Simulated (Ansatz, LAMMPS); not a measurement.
# Relaxing ionic liquid ethylpyridinium Br- with water, from a frame at 450 K (195 atoms), part 3 of 3

Wanted: the relaxed structure of ionic liquid ethylpyridinium Br- with water, from a frame at 450 K (195 atoms) and its electronic structure.

Ansatz 0.2.0; Kohn-Sham DFT, PBE+D4, PAW (set soft_2), plane waves.

The cell: 63 C, 9 N, 106 H, 8 O and 9 Br. The network of contacts between molecules at the start is that of the classical potential that made the cell. Sampling is at Γ alone, for a cell whose shortest periodic width is 13 Å.

So far, density (g/cm³): step 5 (distances and neighbours after relaxation) 1.45.

## 6. Single point at the relaxed geometry

The electronic structure is read at the final geometry, in a run of its own.

File input.yaml:

```yaml
crystal:
  lattice:
    - [12.55564, 0.14812, -0.05483]
    - [0.14812, 12.82187, -0.26431]
    - [-0.05483, -0.26431, 13.03152]
  atoms:
    - { symbol: C, position: [0.96713, 0.71727, 0.18116] }
    - { symbol: C, position: [0.88104, 0.72136, 0.26245] }
    - { symbol: "N", position: [0.77234, 0.71842, 0.21731] }
    - { symbol: C, position: [0.7072, 0.80343, 0.22488] }
    - { symbol: C, position: [0.60494, 0.80014, 0.18411] }
    - { symbol: C, position: [0.57031, 0.70891, 0.13491] }
    - { symbol: C, position: [0.63921, 0.62202, 0.12792] }
    - { symbol: C, position: [0.7402, 0.62859, 0.16978] }
    - { symbol: H, position: [0.96046, 0.78538, 0.13302] }
    - { symbol: H, position: [0.9634, 0.64475, 0.13357] }
    - { symbol: H, position: [0.04417, 0.71694, 0.22145] }
    - { symbol: H, position: [0.8902, 0.6553, 0.31294] }
    - { symbol: H, position: [0.88449, 0.79345, 0.31019] }
    - { symbol: H, position: [0.73799, 0.87275, 0.26429] }
    - { symbol: H, position: [0.55476, 0.86993, 0.19438] }
    - { symbol: H, position: [0.48973, 0.70408, 0.10391] }
    - { symbol: H, position: [0.61382, 0.54797, 0.09381] }
    - { symbol: H, position: [0.79769, 0.56305, 0.16703] }
    - { symbol: C, position: [0.34487, 0.27863, 0.43464] }
    - { symbol: C, position: [0.38707, 0.31089, 0.54065] }
    - { symbol: "N", position: [0.36066, 0.42225, 0.56769] }
    - { symbol: C, position: [0.29493, 0.44707, 0.64715] }
    - { symbol: C, position: [0.26666, 0.55025, 0.67032] }
    - { symbol: C, position: [0.30624, 0.62821, 0.61098] }
    - { symbol: C, position: [0.37664, 0.60117, 0.53167] }
    - { symbol: C, position: [0.40271, 0.49725, 0.51118] }
    - { symbol: H, position: [0.37023, 0.33146, 0.37572] }
    - { symbol: H, position: [0.25761, 0.27545, 0.43341] }
    - { symbol: H, position: [0.37782, 0.20113, 0.41241] }
    - { symbol: H, position: [0.35255, 0.26541, 0.6011] }
    - { symbol: H, position: [0.47403, 0.30203, 0.54631] }
    - { symbol: H, position: [0.26565, 0.38123, 0.68913] }
    [... 157 atom lines left out ...]
    - { symbol: Br, position: [0.91796, 0.4115, 0.11818] }
    - { symbol: Br, position: [0.09263, 0.63979, 0.43648] }
    - { symbol: Br, position: [0.19216, 0.21813, 0.75064] }
    - { symbol: Br, position: [0.84082, 0.97366, 0.09016] }
    - { symbol: Br, position: [0.61302, 0.30287, 0.72778] }
    - { symbol: Br, position: [0.46843, 0.45155, 0.23548] }
kpoints:
  mp_grid: { grid: [1, 1, 1] }
hamiltonian:
  xc: pbe
  dispersion: d4
scf:
  occupations: { method: fixed }
output:
  forces: true
  stress: true
  populations: true
  dos:
    method: { smearing: { sigma: 0.08 } }
    de: 0.1
    projected: { site_lists: { Br: [Br], C: [C], H: [H], "N": ["N"], O: [O] } }
  eigenvalues: true
  write_density: true
  write_potential: true
  volumetric_format: npy
```

Run with:

```bash
$ ansatz run input.yaml --threads 4 --pin off --max-ram 8192MiB --backend cpu --events-out ev --progress --plain --runs-dir out
```

Numbers of over 12 decimals in the logs are rounded to 6 here.

Output:

```text
[...]
Crystal: 195 atoms, lattice volume = 2096.705 Å³
Basis set: ecut = 420 eV, 40957 PW (Γ), exchange–correlation on 180×180×180 points (8 copies of the dense FFT grid, shifted against one another)
Bands: 452, of which v1, the nominal top of the filled ones, is band 257 counted from 1 (256 counted from 0)
Symmetry: 1 space group operations
[...]
k-points: 1
[...]
SCF iter   1: F=—  HF=-50570.819347 eV  |F-HF|=—  |Δ(HF+E_count)|=         —  Δρ=4.70e-3  dr2=1.12e0  ethr=1.77e-3  ⟨swp⟩=5.0  Hψ=1626  notcnv=0  defer=188
[...]
SCF iter  10: F=-50570.470541 eV  HF=-50570.470541 eV  |F-HF|=7.83e-9  |Δ(HF+E_count)|=   5.91e-8  Δρ=7.72e-7  dr2=1.34e-8  ethr=1.95e-11  ⟨swp⟩=28.0  Hψ=4651  notcnv=0
SCF 1 converged in 10 iterations: F = -50570.470541 eV  dr2 = 1.34e-8
[...]
WARN: The input density's exchange-correlation potential varies sharply where the density is thin. Do not read a vacuum level from v_tot or v_xc, or from such a field of the output density. On a cell that repeats whose density bears no net charge and no dipole along the vacuum's axis use v_es (v_loc + v_h of the components); [...]
SCF converged after 10 iterations
Free energy (F): -50570.470541 eV
[...]
Internal energy: -50570.470541 eV  (E = F + TS)
E sigma→0 (E₀):  -50570.470541 eV
Fermi energy:    0.343366 eV
[...]
--- Forces (eV/Å), atoms counted from 1 ---
  atom   1  C      0.00367844     0.00055082    -0.00200352
  atom   2  C     -0.00470519    -0.00219778     0.00427774
  atom   3  N      0.00132000    -0.00062342    -0.00407531
  atom   4  C     -0.00434270     0.00074807    -0.00270504
  atom   5  C      0.00143854    -0.00183757    -0.00065944
  atom   6  C      0.00657173    -0.00328129     0.00036142
  atom   7  C     -0.00262130     0.00099585    -0.00160218
  atom   8  C     -0.00283097     0.00383616     0.00398429
  atom   9  H     -0.00126186     0.00185677     0.00045752
  atom  10  H     -0.00163413    -0.00057926     0.00155685
  atom  11  H      0.00001645     0.00047017     0.00025481
  atom  12  H      0.00198726     0.00056762    -0.00113158
  atom  13  H     -0.00103494    -0.00191495     0.00082994
  atom  14  H     -0.00208081     0.00352721     0.00159844
[...]
atom 194  Br     0.00122375    -0.00117284    -0.00044703
  atom 195  Br     0.00073391    -0.00191079     0.00260148
  max |Σ_I F_I| component: 5.32e-5 eV/Å
--- Stress (GPa, compression-positive) ---
       -0.014891       0.002570       0.000267
        0.002572       0.002463      -0.013949
        0.000266      -0.013950       0.016815
  P = ⅓ Tr σ = 0.0015 GPa (0.015 kbar)
--- Band table (eV) ---
[...]
--- Löwdin populations: 195 sites ---
  site symbol       q [e]
     0      C      4.4577
     1      C      4.1558
     2      N      4.8963
[...]
194     Br      7.6421
  spilling = 0.012442 (of n_electrons = 514.000000)
```

It took 50 s on 4 threads of Arm Neoverse V2, shared host; peak memory 2.9 GiB; 3.2 min of CPU time.

The program notes that the exchange-correlation potential is rough where the density is thin.

The run gave:

```yaml
free_energy: -50570.4705 eV
free_energy_per_atom: -259.3357 eV/atom
scf_cycles: 10
pressure: 0.001462 GPa
r_m_s_force_component: 0.00487 eV/Å
longest_force: 0.04851 eV/Å
fermi_energy: 0.3434 eV
spacing_of_highest_filled_and_lowest_empty_level: 2.045 eV
spilling_of_the_projection: 0.01244
```

Löwdin charges by element and coordination (they lack the spilled electrons, 0.033 e an atom on average):

| element | coordination | atoms | mean charge (e) | spread | least | most |
| --- | --- | --- | --- | --- | --- | --- |
| Br | all | 9 | -0.661 | 0.0338 | -0.697 | -0.588 |
| C | all | 63 | -0.120 | 0.152 | -0.467 | 0.0471 |
| C | 3 | 45 | -0.0452 | 0.059 | -0.117 | 0.0471 |
| C | 4 | 18 | -0.309 | 0.149 | -0.467 | -0.148 |
| H | all | 106 | 0.235 | 0.0571 | 0.173 | 0.391 |
| N | all | 9 | 0.102 | 0.0078 | 0.0911 | 0.117 |
| O | all | 8 | -0.732 | 0.0146 | -0.752 | -0.711 |

States in the cell by windows of 1 eV, zero at the Fermi level; the larger projections on atomic orbitals stand beside the total:

| from (eV) | to (eV) | total | C p | H s | Br p | O p | N p | C s |
| --- | --- | --- | --- | --- | --- | --- | --- | --- |
| -18 | -17 | 0.0 | 0.0 | 0.0 | 0.0 | 0.0 | 0.0 | 0.0 |
| -17 | -16 | 9.6 | 2.0 | 0.8 | 0.0 | 0.0 | 0.6 | 5.7 |
| -16 | -15 | 8.7 | 1.8 | 0.8 | 0.0 | 0.0 | 0.6 | 5.2 |
| -15 | -14 | 22.2 | 2.5 | 2.7 | 0.0 | 0.0 | 3.8 | 12.9 |
| -14 | -13 | 13.4 | 1.4 | 2.7 | 0.0 | 0.0 | 1.3 | 7.6 |
| -13 | -12 | 15.3 | 0.3 | 0.6 | 0.0 | 0.0 | 0.1 | 0.2 |
| -12 | -11 | 38.7 | 12.6 | 4.9 | 0.0 | 0.0 | 5.2 | 11.8 |
| -11 | -10 | 18.0 | 6.4 | 4.0 | 0.0 | 0.0 | 1.6 | 5.2 |
| -10 | -9 | 0.0 | 0.0 | 0.0 | 0.0 | 0.0 | 0.0 | 0.0 |
| -9 | -8 | 18.1 | 9.8 | 4.7 | 0.0 | 0.0 | 0.9 | 2.0 |
| -8 | -7 | 39.3 | 20.0 | 6.8 | 0.1 | 4.4 | 4.3 | 2.8 |
| -7 | -6 | 62.6 | 30.6 | 14.0 | 0.2 | 6.5 | 7.6 | 2.2 |
| -6 | -5 | 22.0 | 15.0 | 5.3 | 0.1 | 0.1 | 1.0 | 0.1 |
| -5 | -4 | 56.6 | 37.3 | 13.0 | 0.3 | 3.1 | 1.5 | 0.5 |
| -4 | -3 | 47.4 | 22.2 | 13.9 | 0.5 | 7.5 | 1.5 | 0.2 |
| -3 | -2 | 36.9 | 28.3 | 1.5 | 0.4 | 2.4 | 3.7 | 0.1 |
| -2 | -1 | 16.8 | 1.6 | 0.1 | 0.3 | 14.5 | 0.0 | 0.1 |
| -1 | 0 | 50.8 | 1.6 | 0.6 | 46.1 | 1.7 | 0.1 | 0.3 |
| 0 | 1 | 3.6 | 0.1 | 0.0 | 3.3 | 0.0 | 0.0 | 0.0 |
| 1 | 2 | 0.1 | 0.1 | 0.0 | 0.0 | 0.0 | 0.0 | 0.0 |
| 2 | 3 | 21.6 | 16.4 | 0.3 | 0.3 | 0.0 | 3.9 | 0.1 |
| 3 | 4 | 14.2 | 13.3 | 0.1 | 0.1 | 0.0 | 0.0 | 0.0 |
| 4 | 5 | 2.1 | 0.2 | 1.1 | 0.0 | 0.0 | 0.0 | 0.3 |

The curve was stored every 0.10 eV, coarse against its broadening of 0.08 eV, so these counts are rough.

With fixed occupations the program's Fermi level is the highest filled level; weight inside the gap is the broadening of levels at its edges.

Between -21 and -18 eV lie 34 more states.

The levels nearest the highest filled one (over half full), pooled over k-points and spins:

| level less the highest filled one (eV) | occupation |
| --- | --- |
| -0.149 | 2 |
| -0.132 | 2 |
| -0.0987 | 2 |
| -0.0741 | 2 |
| -0.0379 | 2 |
| 0 | 2 |
| 2.04 | 0 |
| 2.11 | 0 |
| 2.17 | 0 |
| 2.26 | 0 |
| 2.28 | 0 |
| 2.32 | 0 |

Valence density in the ab plane at fractional z = 0.221, with atoms of N and C and H and O and Br within 0.2 Å of it. It is the smooth field of the valence electrons, not physical close to the nuclei.

Ten steps, logarithmic in the rise over the least value, from '0' (0.0 e/Å³) to '9' (6.2 e/Å³), each cell a mean:
```
10000000012221100011100000001111111
00000110012210000011110011111111111
00000000124431000134432234321000000
00000001245431000135655566531000000
21100012456642100124666777643222222
44310012467753100123555667776545555
67531012467653100123333346888666766
55420013567642100012222236776555555
22100135677531000001122345554222222
00000124666421001000112234443210000
00001123343211223321111112232100000
00012222221112455543100000111111100
00122333432124565664210000000112211
10011122332124565664210000000122322
10000001111012455543100000000122222
00000000000001223321000000000111211
00000000000000111000000000111001111
21000000000000000000000001111001233
53100000000000000000000001110013577
74200000001111000000000000000014799
63100000023443100001100000000013678
21000000247886421111110000000011333
00000000258997521112110000000000110
00000000136765311111110000001111000
```
Columns run along a (12.6 Å), rows up along b (12.8 Å). Atoms in or near the plane, at fractional coordinates: N at (0.77, 0.72), C at (0.71, 0.80), H at (0.04, 0.72), O at (0.33, 0.06), O at (0.97, 0.18), Br at (0.47, 0.45).

Electrostatic potential energy in the ab plane at fractional z = 0.221, with atoms of N and C and H and O and Br within 0.2 Å of it. With pseudopotentials it is smooth inside the atoms' cores, unlike the true potential.

Ten even steps from '0' (-38 eV) to '9' (7 eV), each cell a mean:
```
99999999999999999999999999999999999
99999999999999999999999999999999999
99999999998889999986789988899999999
99999999887789999986667633689999999
99999999864689999998313200278999999
88899999852378999998656621125766777
51389999850168999999888884000532532
77799998644689999999999986224766766
99999997200589999999999986568889999
99999997523799999999999987788999999
99999998888999999999999999999999999
99999998899999854579999999999999999
99999999889998400028999999999999999
99999999879999400028999999999999999
99999999999999864579999999999999999
99999999999999999999999999999999999
99999999999999999999999999999999999
99999999999999999999999999999999999
89999999999999999999999999999999854
49999999999999999999999999999999500
79999999999889999999999999999999733
99999999994126899999999999999999999
99999999982003689999999999999999999
99999999998568899999999999999999999
```
Columns run along a (12.6 Å; values clipped at the 3rd and 97th percentile), rows up along b (12.8 Å). Atoms in or near the plane, at fractional coordinates: N at (0.77, 0.72), C at (0.71, 0.80), H at (0.04, 0.72), O at (0.33, 0.06), O at (0.97, 0.18), Br at (0.47, 0.45).

Mean Löwdin charges: Br -0.66, C -0.12, H +0.23, N +0.10, O -0.73 e (they miss 1.2 % of the electrons, so they add up to more than the cell's charge). The largest share in the top eV of filled states is Br p (92 % of the projected weight), and in the lowest eV of empty states C p (81 % of the projected weight).

Local excerpt of 10 atoms (numbers count through the whole input) about O169, one of the 8 O atoms; x, y, z are measured from there.

| atom | x | y | z | distance (Å) | bonds | Löwdin charge (e) |
| --- | --- | --- | --- | --- | --- | --- |
| O169 | 0.00 | 0.00 | 0.00 | 0.00 | 2 | -0.74 |
| H170 | -0.23 | 0.85 | -0.44 | 0.98 | 1 | 0.35 |
| H171 | -0.55 | -0.69 | -0.45 | 0.99 | 1 | 0.36 |
| H135 | 0.65 | -1.45 | 2.04 | 2.59 | 1 | 0.21 |
| H67 | 1.93 | -0.73 | -1.65 | 2.64 | 1 | 0.22 |
| H157 | -2.40 | 1.29 | 0.93 | 2.87 | 1 | 0.20 |
| H137 | -0.03 | -2.76 | 1.10 | 2.98 | 1 | 0.21 |
| H72 | 1.01 | 0.98 | -2.63 | 2.98 | 1 | 0.23 |
| H162 | -0.77 | 2.65 | 1.49 | 3.13 | 1 | 0.23 |
| C152 | -0.50 | 2.05 | 2.37 | 3.17 | 3 | 0.03 |

The column of bonds counts only the pairs H-C within 1.34 Å, H-O within 1.21 Å, C-C within 1.85 Å, C-N within 1.79 Å; other neighbours, such as metal atoms beside each other in a compound, aren't counted, and periodic images can show an atom twice.

## 7. With magnetization.spin_polarized = true and starting moments = "other"

Changed here: magnetization.spin_polarized = true and starting moments = "other".

File input.yaml:

```yaml
crystal:
  lattice:
    - [12.89026, 0.0, 0.0]
    - [0.0, 12.89026, 0.0]
    - [0.0, 0.0, 12.89026]
  atoms:
    - { symbol: C, position: [0.96639, 0.75838, 0.20593], spin: 0.2 }
    - { symbol: C, position: [0.8748, 0.76887, 0.27269], spin: 0.2 }
    - { symbol: "N", position: [0.77601, 0.74244, 0.22118], spin: 0.2 }
    - { symbol: C, position: [0.69936, 0.81191, 0.22263], spin: 0.2 }
    - { symbol: C, position: [0.59768, 0.78566, 0.18835], spin: 0.2 }
    - { symbol: C, position: [0.57859, 0.68502, 0.1565], spin: 0.2 }
    - { symbol: C, position: [0.66329, 0.61262, 0.16591], spin: 0.2 }
    - { symbol: C, position: [0.76103, 0.64752, 0.19699], spin: 0.2 }
    - { symbol: H, position: [0.96753, 0.79575, 0.13482], spin: 0.2 }
    - { symbol: H, position: [0.98461, 0.67286, 0.19413], spin: 0.2 }
    - { symbol: H, position: [0.03066, 0.79684, 0.24772], spin: 0.2 }
    - { symbol: H, position: [0.87685, 0.72918, 0.34214], spin: 0.2 }
    - { symbol: H, position: [0.86901, 0.85182, 0.28709], spin: 0.2 }
    - { symbol: H, position: [0.71802, 0.89247, 0.24884], spin: 0.2 }
    - { symbol: H, position: [0.5402, 0.84204, 0.19479], spin: 0.2 }
    - { symbol: H, position: [0.49935, 0.65751, 0.13458], spin: 0.2 }
    - { symbol: H, position: [0.66233, 0.53561, 0.16218], spin: 0.2 }
    - { symbol: H, position: [0.82091, 0.59295, 0.21234], spin: 0.2 }
    - { symbol: C, position: [0.25088, 0.30379, 0.37662], spin: 0.2 }
    - { symbol: C, position: [0.32519, 0.2996, 0.46572], spin: 0.2 }
    - { symbol: "N", position: [0.3127, 0.40038, 0.52476], spin: 0.2 }
    - { symbol: C, position: [0.22714, 0.41456, 0.58268], spin: 0.2 }
    - { symbol: C, position: [0.22877, 0.49057, 0.6665], spin: 0.2 }
    - { symbol: C, position: [0.30758, 0.56222, 0.65698], spin: 0.2 }
    - { symbol: C, position: [0.385, 0.55523, 0.58577], spin: 0.2 }
    - { symbol: C, position: [0.39303, 0.47036, 0.51979], spin: 0.2 }
    - { symbol: H, position: [0.27494, 0.35536, 0.3105], spin: 0.2 }
    - { symbol: H, position: [0.17134, 0.32522, 0.39975], spin: 0.2 }
    - { symbol: H, position: [0.2482, 0.22832, 0.34194], spin: 0.2 }
    - { symbol: H, position: [0.31101, 0.23278, 0.51384], spin: 0.2 }
    - { symbol: H, position: [0.39909, 0.29245, 0.42314], spin: 0.2 }
    - { symbol: H, position: [0.17193, 0.35205, 0.58664], spin: 0.2 }
    [... 157 atom lines left out ...]
    - { symbol: Br, position: [0.91788, 0.44202, 0.09748], spin: 0.2 }
    - { symbol: Br, position: [0.04, 0.55151, 0.40071], spin: 0.2 }
    - { symbol: Br, position: [0.18972, 0.15832, 0.71238], spin: 0.2 }
    - { symbol: Br, position: [0.86618, 0.03468, 0.14659], spin: 0.2 }
    - { symbol: Br, position: [0.52594, 0.34127, 0.70749], spin: 0.2 }
    - { symbol: Br, position: [0.47518, 0.379, 0.21312], spin: 0.2 }
kpoints:
  mp_grid: { grid: [1, 1, 1] }
hamiltonian:
  xc: pbe
  dispersion: d4
scf:
  occupations: { method: fixed }
output:
  forces: true
  stress: true
  populations: true
  dos:
    method: { smearing: { sigma: 0.15 } }
    de: 0.1
    projected: { site_lists: { Br: [Br], C: [C], H: [H], "N": ["N"], O: [O] } }
  eigenvalues: true
magnetization:
  spin_polarized: true
```

Output:

```text
Error: inconsistent input (scf.occupations.method, magnetization): a σ = 0 step fill (method: fixed, or a smearing width below the step floor) with no hard lock on the total moment puts the same N_el/2 bands in each spin channel, which gives a total moment of zero, but the starting moments sum to +39.0000 μB; [...]
```

The job ended after 0.05 s (4 threads; peak memory 0.075 GiB).

The input was rejected at the start.

The program's message: “Error: inconsistent input (scf.occupations.method, magnetization): a σ = 0 step fill (method: fixed, or a smearing width below the step floor) with no hard lock on the total moment puts the same N_el/ …”

Runs without a result: magnetization.spin_polarized = true and starting moments = "other" (refused).

## 8. Results

```json
{
  "energy change in the relaxation": "-66.7 meV/atom",
  "r.m.s. displacement": "1.177 Å",
  "largest displacement": "3.322 Å",
  "free energy per atom": "-259.3357 eV/atom",
  "pressure": "0.001462 GPa",
  "r.m.s. force component": "0.00487 eV/Å",
  "gap (highest filled to lowest empty level)": "2.045 eV",
  "wall time of the 3 DFT runs": "24 min"
}
```

Relaxation lowers the energy by 66.7 meV/atom and moves atoms by 1.2 Å r.m.s.; the r.m.s. force component goes from 1.1 to 0.0049 eV/Å, the pressure goes from 1.0 to 0.0015 GPa, and the gap from 1.08 to 2.04 eV. Displacements are taken in the final cell, so they leave out its strain. By the final cutoffs no bond was broken or made. The cell shrank by 2.1 % in volume. First to last step the energy falls by 13.007 eV, across changes of basis; the largest move, 3.32 Å, is that of H160, with 2 other atoms within 2 % of it. The H-O bonds change most in mean length: from 1.000 Å (spread 0.000) to 0.986 Å (spread 0.003). Counting bonds as in the table, 71 % of C atoms have 3, all H atoms have 1 and all N atoms have 3 bonded neighbours. Between filled and empty levels lie 2.04 eV (at Γ alone); a semilocal functional tends to put such gaps too low. In a disordered cell it changes from sample to sample and from frame to frame.

Caveats: The network of contacts between molecules at the start is that of the classical potential that made the cell; in DFT atoms moved by 1.2 Å r.m.s.

[Logs are printed without paths, hosts, clocks, repeated set-up lines and the standing remarks that a program may print on its own settings, such as how far it seeks lower states.]

[Hosts, paths, dates, database ids (printed as entryN), source tags and the programs' standing remarks are cut or masked in the printed files.]
